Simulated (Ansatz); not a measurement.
# Bands, cutoff and cost in G0W0 for LaVO4 (P2_1/c), part 2 of 2

Aim: see how the G0W0 gap of LaVO4 (P2_1/c) on r2SCAN moves with empty bands and screening cutoff, and what each rung costs.

Ansatz 0.2.0; G0W0 on r2SCAN, plane waves, PAW. Known limits of the many-body steps: not at the basis limit; f levels unsure; no spin polarisation; d states lean on the start; no spin-orbit coupling; coarse k mesh.

So far. Step 4 (995 empty bands, screening to 120 eV): Against the run with 2×2×2 mesh, 462 empty bands, screening to 72 eV, the gap moves by −0.11 eV.

**5. Changing the frequency model: 2×2×2 mesh, 462 empty bands, screening to 72 eV, plasmon pole**

A plasmon pole stands in for the full frequency dependence of the screening; this run shows what that costs in accuracy. Bands and cutoff differ from the step before, so it is read against an earlier run that matches them.

File input.yaml:

```yaml
crystal:
  lattice:
    - [6.725, 0.0, 0.0]
    - [0.0, 7.2827, 0.0]
    - [-4.9123006198, 0.0, 6.8121466218]
  atoms:
    - { symbol: La, position: [0.827399, 0.157198, 0.723776] }
    - { symbol: La, position: [0.172601, 0.657198, 0.776224] }
    - { symbol: La, position: [0.172601, 0.842802, 0.276224] }
    - { symbol: La, position: [0.827399, 0.342802, 0.223776] }
    - { symbol: V, position: [0.31429, 0.16481, 0.69917] }
    - { symbol: V, position: [0.68571, 0.66481, 0.80083] }
    - { symbol: V, position: [0.68571, 0.83519, 0.30083] }
    - { symbol: V, position: [0.31429, 0.33519, 0.19917] }
    - { symbol: O, position: [0.8171, 0.4979, 0.7446] }
    - { symbol: O, position: [0.1829, 0.9979, 0.7554] }
    - { symbol: O, position: [0.1829, 0.5021, 0.2554] }
    - { symbol: O, position: [0.8171, 0.0021, 0.2446] }
    - { symbol: O, position: [0.6098, 0.2795, 0.3821] }
    - { symbol: O, position: [0.3902, 0.7795, 0.1179] }
    - { symbol: O, position: [0.3902, 0.7205, 0.6179] }
    - { symbol: O, position: [0.6098, 0.2205, 0.8821] }
    - { symbol: O, position: [0.6587, 0.895, 0.4829] }
    - { symbol: O, position: [0.3413, 0.395, 0.0171] }
    - { symbol: O, position: [0.3413, 0.105, 0.5171] }
    - { symbol: O, position: [0.6587, 0.605, 0.9829] }
    - { symbol: O, position: [0.8898, 0.8436, 0.8857] }
    - { symbol: O, position: [0.1102, 0.3436, 0.6143] }
    - { symbol: O, position: [0.1102, 0.1564, 0.1143] }
    - { symbol: O, position: [0.8898, 0.6564, 0.3857] }
kpoints:
  mp_grid: { grid: [2, 2, 2] }
hamiltonian:
  xc: r2scan
scf:
  occupations: { method: fixed }
gw:
  n_empty_bands: 462
  ecut_chi: 72
  qp_bands: [v4, c4]
  qp_kpoints: band_edges
  screening: { model: godby_needs }
```

The run is started by

```sh
$ ansatz run input.yaml --threads 24 --pin off --max-ram 82944MiB --backend cuda --events-out ev --progress --plain --runs-dir out --devices 1 --max-vram 78GiB
```

Numbers of over 12 decimals in the logs are rounded to 6 here.

Output:

```text
GPUs: using 1 of 1 available (devices: 1).
[...]
Crystal: 24 atoms, lattice volume = 333.633 Å³
Basis set: ecut = 500 eV, 8465 PW (Γ), exchange–correlation on 200×216×256 points (64 copies of the dense FFT grid, shifted against one another)
Bands: 120, of which v1, the nominal top of the filled ones, is band 96 counted from 1 (95 counted from 0)
Symmetry: 4 space group operations
[...]
k-points: 8
[...]
1    98     10.8732   -16.0436    -5.6825   -23.8052  0.7828    12.9701    12.9523  root
     1    99     11.0450   -16.4377    -5.7157   -24.3568  0.7836    13.2664    13.2484  root
[...]
7    97     10.9948   -16.3181    -5.5719   -24.0528  0.7828    13.1738    13.1576  root
     7    98     10.9948   -16.3181    -5.5719   -24.0528  0.7828    13.1738    13.1576  root
     7    99     11.0534   -16.3378    -5.5478   -24.0360  0.7837    13.2232    13.2038  root
     7   100     11.0534   -16.3378    -5.5478   -24.0360  0.7837    13.2232    13.2038  root
[key lines of the parts left out:]
SCF converged after 11 iterations
```

The job ended after 10 s (1 × NVIDIA GB200 (shared by 2 runs) with 24 threads of Arm Neoverse V2, shared host; peak memory 3.5 GiB; 68 s of CPU time).

Numbers from this step:

```yaml
bands_summed: 558
plasmon_pole_fit_frequency: 28.17 eV
rpa_eps_infinity_on_this_mesh_eigenvalues: 3.811, 3.841, 4.330
plane_waves_in_the_screening_matrix: 453
g0w0_gap_on_the_mesh: 5.976 eV
k_of_the_valence_top: -0.5, 0, 0
k_of_the_conduction_bottom: -0.5, -0.5, 0
starting_gap_on_the_mesh: 3.930 eV
least_direct_g0w0_gap_on_the_computed_points: 6.098 eV
```

Against the run with 2×2×2 mesh, 462 empty bands, screening to 72 eV, the gap moves by +0.09 eV.

**6. Changing the files: 2×2×2 mesh, 462 empty bands, screening to 72 eV, hard PAW files**

Other atomic data (hard PAW) test the pseudisation: the cutoff goes from 500 to 1050 eV, with the same valence electrons.

Edit input.yaml of step 5 so:

```diff
@@ -34,2 +34,3 @@
   xc: r2scan
+  pseudopotentials: { kind: paw, source: ansatz }
 scf:
@@ -41,2 +42,2 @@
   qp_kpoints: band_edges
-  screening: { model: godby_needs }
+  screening: { model: contour_deformation }
```

Output:

```text
GPUs: using 1 of 1 available (devices: 1).
[...]
Crystal: 24 atoms, lattice volume = 333.633 Å³
Basis set: ecut = 1050 eV, 25807 PW (Γ), exchange–correlation on 320×360×400 points (64 copies of the dense FFT grid, shifted against one another)
Bands: 120, of which v1, the nominal top of the filled ones, is band 96 counted from 1 (95 counted from 0)
Symmetry: 4 space group operations
[...]
k-points: 8
[...]
1    98     10.8956   -16.0608    -5.8197   -23.8158  0.7481    12.8910    12.8309  root
     1    99     11.0689   -16.4506    -5.8756   -24.3580  0.7464    13.1694    13.1008  root
[...]
7    97     11.0182   -16.3303    -5.7229   -24.0523  0.7473    13.0828    13.0173  root
     7    98     11.0182   -16.3303    -5.7229   -24.0523  0.7473    13.0828    13.0173  root
     7    99     11.0767   -16.3513    -5.6947   -24.0402  0.7484    13.1351    13.0709  root
     7   100     11.0767   -16.3513    -5.6947   -24.0402  0.7484    13.1351    13.0709  root
[key lines of the parts left out:]
SCF converged after 13 iterations
```

The job ended after 17 s (1 × NVIDIA GB200 (shared by 2 runs) with 24 threads; peak memory 8.3 GiB).

This step gave:

| Quantity | Value |
| --- | --- |
| bands summed | 558 |
| RPA ε∞ on this mesh (eigenvalues) | 3.811, 3.841, 4.330 |
| plane waves in the screening matrix | 453 |
| G0W0 gap on the mesh | 5.867 eV |
| k of the valence top | -0.5, 0, 0 |
| k of the conduction bottom | -0.5, -0.5, 0 |
| starting gap on the mesh | 3.926 eV |
| least direct G0W0 gap on the computed points | 5.974 eV |

Against the run with 2×2×2 mesh, 462 empty bands, screening to 72 eV, the gap moves by −0.014 eV.

**7. The runs together**

Times are wall times on 1 × NVIDIA GB200 (shared by 2 runs) with 24 threads of Arm Neoverse V2, shared host, good to a factor of about two.

```tsv
mesh	files	frequency	bands summed	cutoff (eV)	start (eV)	G0W0 (eV)	time	host memory (GiB)
2×2×2	default PAW	contour deformation	259	36	3.930	6.362	6.2 s	2.3
2×2×2	default PAW	contour deformation	558	72	3.930	5.882	11 s	3.2
2×2×2	default PAW	contour deformation	1091	120	3.930	5.775	22 s	5.2
2×2×2	default PAW	plasmon pole	558	72	3.930	5.976	10 s	3.5
2×2×2	hard PAW	contour deformation	558	72	3.926	5.867	17 s	8.3
```

The parts of the quasiparticle energy at the two band edges (eV; QP = start + Σx + Σc − Vxc):

```tsv
run	edge	start	Σx	Σc	Vxc	Z	QP
259 bands	valence top	6.92	-25.69	4.56	-21.18	0.76	6.98
259 bands	conduction bottom	10.85	-15.92	-5.21	-23.61	0.76	13.34
558 bands	valence top	6.92	-25.69	4.51	-21.18	0.75	6.92
558 bands	conduction bottom	10.85	-15.92	-5.74	-23.61	0.75	12.80
1091 bands	valence top	6.92	-25.69	4.29	-21.18	0.75	6.70
1091 bands	conduction bottom	10.85	-15.92	-6.07	-23.61	0.75	12.47
```

**8. Summary of results**

| Quantity | Value |
| --- | --- |
| 259 bands, 36 eV | 6.362 eV |
| 558 bands, 72 eV | 5.882 eV |
| 1091 bands, 120 eV | 5.775 eV |
| estimated limit in bands and cutoff | 5.66 eV |
| mesh and start | 2×2×2, r2SCAN |

**Reading.** A line in one over the bands through the two highest rungs gives 5.66 eV, −0.11 eV from the top rung; the pair below gives 5.47 eV, so the series converges faster than that law. The rungs stand 0.70 eV (259 bands), 0.22 eV (558 bands) and 0.11 eV (1091 bands) from it. From 259 to 1091 bands the gap moves by −0.59 eV while the time grows 3.5-fold. Σc changes by −0.28 eV at the valence top and −0.87 eV at the conduction bottom, so the conduction edge carries most of the change. The plasmon-pole model gives +0.09 eV against contour deformation, 5 % of the correction, and saved no time in this program. Hard PAW files move the gap by −0.01 eV at equal bands and cutoff, −0.004 eV of it in the start. The 2×2×2 mesh is coarse for this cell (its supercell is 13 Å along the shortest edge). The RPA ε∞ on it, from the r2SCAN start, is 3.79, 3.82 and 4.31; such meshes misread the long-range screening, most where the gap is narrow. Empty 4f levels lie among the conduction bands. Their place in the start is unsure; it enters the screening, and the edge itself where they lie low. The runs have no spin polarisation. For a closed low-spin shell that is the natural state; where a d or f shell is open it is a constraint, and the gap is then not the crystal's own. With d states at the gap, one-shot GW leans hard on its start. The many-body steps are scalar-relativistic: spin-orbit coupling is not in them.

[Paths, hosts, dates, memory and timing lines, banners, echoed tables and standing remarks are left out of the program output.]

[Logs are printed without paths, hosts, clocks, repeated set-up lines and the standing remarks that a program may print on its own settings, such as how far it seeks lower states.]

[Runs of the session that timed out or met a known fault of the program may be left out.]

[Cells called generated may have been cut or substituted from an entry of the Crystallography Open Database or the Materials Project.]

[Hosts, paths, dates, database ids (printed as entryN), source tags and the programs' standing remarks are cut or masked in the printed files.]
